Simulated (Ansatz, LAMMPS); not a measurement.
# Elastic response of amorphous 41Ga2O3-59SiO2 (mol %) (111 atoms): runs compared

How stiff is amorphous 41Ga2O3-59SiO2 (mol %) (111 atoms), and how do its levels respond to strain?

Computed with Ansatz 0.2.0: Kohn-Sham DFT, PBE, PAW (set soft_2), plane waves.

## 1. The cell as built

The cell holds 111 atoms: 24 Ga, 17 Si and 70 O. Its edges and angles: a = 10.983 Å, b = 10.983 Å, c = 10.983 Å, α = 90.0°, β = 90.0°, γ = 90.0°. 111 atoms (24 Fe, 17 Si, 70 O) placed at random at 3.3 g/cm³, melted at 5000 K for 10 ps at fixed volume with the Morse and Coulomb pair potential with partial charges (Pedone, Malavasi, Menziani, Cormack and Segre, J. Phys. Chem. B 110, 11780 (2006)). Quenched from 5000 K to 300 K at 50 K/ps and fixed volume, held 10 ps at zero pressure, then minimised at fixed cell. Then Fe was replaced by Ga and the cell scaled by 1.005 (the potential has no terms for the new elements, so the cell is a start for a DFT relaxation).

Limits known from the start: The quench rate of 50 K/ps is orders of magnitude faster than experiment, which tends to freeze in extra defects. The starting topology of bonds comes from the classical model, and needn't be the one that DFT or experiment would give. Only the Γ point is sampled.

## 2. The reference run

The reference is a single point at the end of the relaxation.

Every strained cell starts from the geometry of this run, and its atoms are relaxed with the cell held.

Its input, with most atom lines left out:

```yaml
crystal:
  lattice:
    - [11.04477, -0.23677, 0.2905]
    - [-0.23677, 11.27063, 0.16567]
    - [0.2905, 0.16567, 11.25843]
  atoms:
    - { symbol: Ga, position: [0.71512, 0.90954, 0.27994] }
    - { symbol: Ga, position: [0.27266, 0.8324, 0.69102] }
    - { symbol: Ga, position: [0.53288, 0.21999, 0.00168] }
    - { symbol: Ga, position: [0.45428, 0.96183, 0.9655] }
    - { symbol: Ga, position: [0.35622, 0.83172, 0.30216] }
    - { symbol: Ga, position: [0.42899, 0.55455, 0.29345] }
    - { symbol: Ga, position: [0.25368, 0.77075, 0.98276] }
    [... atom lines 8 to 111 left out ...]
kpoints:
  mp_grid: { grid: [1, 1, 1] }
hamiltonian:
  xc: pbe
scf:
  occupations: { method: fixed }
output:
  forces: true
  stress: true
  populations: true
  dos:
    method: { smearing: { sigma: 0.1 } }
    de: 0.1
    projected: { site_lists: { Ga: [Ga], O: [O], Si: [Si] } }
  eigenvalues: true
  write_density: true
  write_potential: true
  volumetric_format: npy
```

| Quantity | Value |
| --- | --- |
| free energy per atom | -1273.7316 eV/atom |
| r.m.s. force component | 0.0026 eV/Å |
| pressure | -0.002181 GPa |

Filled and empty levels are parted by 2.28 eV (at Γ alone); a semilocal functional tends to put such gaps too low. In a disordered cell it changes from sample to sample, and tail or defect levels can set it.

## 3. The runs

Each row is one run, on 4 threads of Intel Xeon Platinum 8488C (Sapphire Rapids), shared host. The free energy is the program's total, comparable only between runs with the same functional, potentials and atoms.

| run | atoms | outcome | ionic steps, all passes | free energy (eV) | time | host memory (GiB) |
| --- | --- | --- | --- | --- | --- | --- |
| Single point at the start | 111 | converged | - | -141374.327 | 15 s | 2.0 |
| Cell and atoms relaxed | 111 | converged | 50 | -141384.204 | 13 min | 2.1 |
| Single point at the relaxed geometry | 111 | converged | - | -141384.204 | 27 s | 2.2 |
| Volume -3 % | 111 | converged | 9 | -141383.920 | 2.6 min | 2.2 |
| Volume +3 % | 111 | converged | 8 | -141383.969 | 2.2 min | 2.3 |
| Volume -6 % | 111 | converged | 10 | -141383.040 | 2.4 min | 2.1 |
| Volume +6 % | 111 | converged | 9 | -141383.339 | 3 min | 2.4 |
| Volume -10 % | 111 | converged | 10 | -141380.759 | 3.1 min | 2.0 |
| Stretched by 1 % along x | 111 | converged | 6 | -141384.139 | 1.8 min | 2.2 |
| Compressed by 1 % along x | 111 | converged | 6 | -141384.143 | 2 min | 2.2 |
| Sheared by 2 % in xy | 111 | converged | 8 | -141384.131 | 2.3 min | 2.2 |

In some runs the program notes that the exchange-correlation potential is rough where the density is thin and the SCF threshold is loose for the stress.

## 4. Pressure against volume

Atoms are relaxed at each volume, in the scaled cell.

```csv
volume change (%),volume (Å³/atom),energy change (meV/atom),pressure (GPa),largest move on relaxing (Å),bonds,gap (eV)
-10,11.348,31.04,8.67,0.64,195,2.85
-6,11.852,10.49,4.42,0.40,194,2.63
-3,12.230,2.56,2.25,0.15,187,2.5
+0,12.609,0.00,0.00,-,185,2.28
+3,12.987,2.12,-1.71,0.26,184,2.08
+6,13.365,7.80,-3.13,0.47,180,1.98
```

## 5. Uniaxial strain and shear

Stress (GPa, compression positive) less that of the relaxed cell, atoms relaxed:

```csv
strain,xx,yy,zz,xy,energy change (meV/atom)
stretched by 1 % along x,-1.217,-0.286,-0.355,-0.040,0.59
compressed by 1 % along x,1.417,0.431,0.538,-0.005,0.55
sheared by 2 % in xy,-0.017,-0.069,-0.238,-0.808,0.66
```

## 6. What came out

The bulk modulus, from the slope of pressure against ln V over the three points nearest the relaxed volume, is 66.1 GPa; between neighbouring points the slope runs 98, 69, 74, 58 and 49 GPa from the smallest volume up, without a steady fall, so no pressure derivative is given. The count of bonds runs from 180 to 195 over the series, so at some points contacts cross the cutoffs. At -10 % some atom moved by over 0.5 Å on relaxing, so that point may sit in another local minimum. The gap goes from 2.85 eV at the smallest volume to 1.98 eV at the largest, -5.5 eV per unit of ln V by a straight line, on the run's k-points. In the Cartesian axes of the cell, finite differences give C11 = 132, C12 = 35.8, C13 = 44.7 and C66 = 40.4 GPa (the shear of 2 % is the engineering strain, εxy = 0.01). The mean of C11, C12 and C13, which equals the bulk modulus in a cubic or isotropic solid, is 70.7 GPa: it agrees with the bulk modulus within 10 %. For an isotropic solid C66 would equal (C11 − C12)/2 = 47.9 GPa; so small a sample needn't be isotropic, and C66 rests on one shear. With the bulk modulus and C66 as K and G, Young's modulus would be about 101 GPa and Poisson's ratio 0.25.

Caveats: Strains are finite and relaxations stop at the force tolerance of the input, which can leave moduli too stiff; they are those of a static cell at zero temperature. Volumes are changed with the cell's shape held, so in an anisotropic solid the modulus lies over the one under free hydrostatic load. The program notes that the SCF threshold of the relaxations is loose for the stress.

The DFT runs together took 33 min of wall time.

[Logs are printed without paths, hosts, clocks, repeated set-up lines and the standing remarks that a program may print on its own settings, such as how far it seeks lower states.]

[Hosts, paths, dates, database ids (printed as entryN), source tags and the programs' standing remarks are cut or masked in the printed files.]
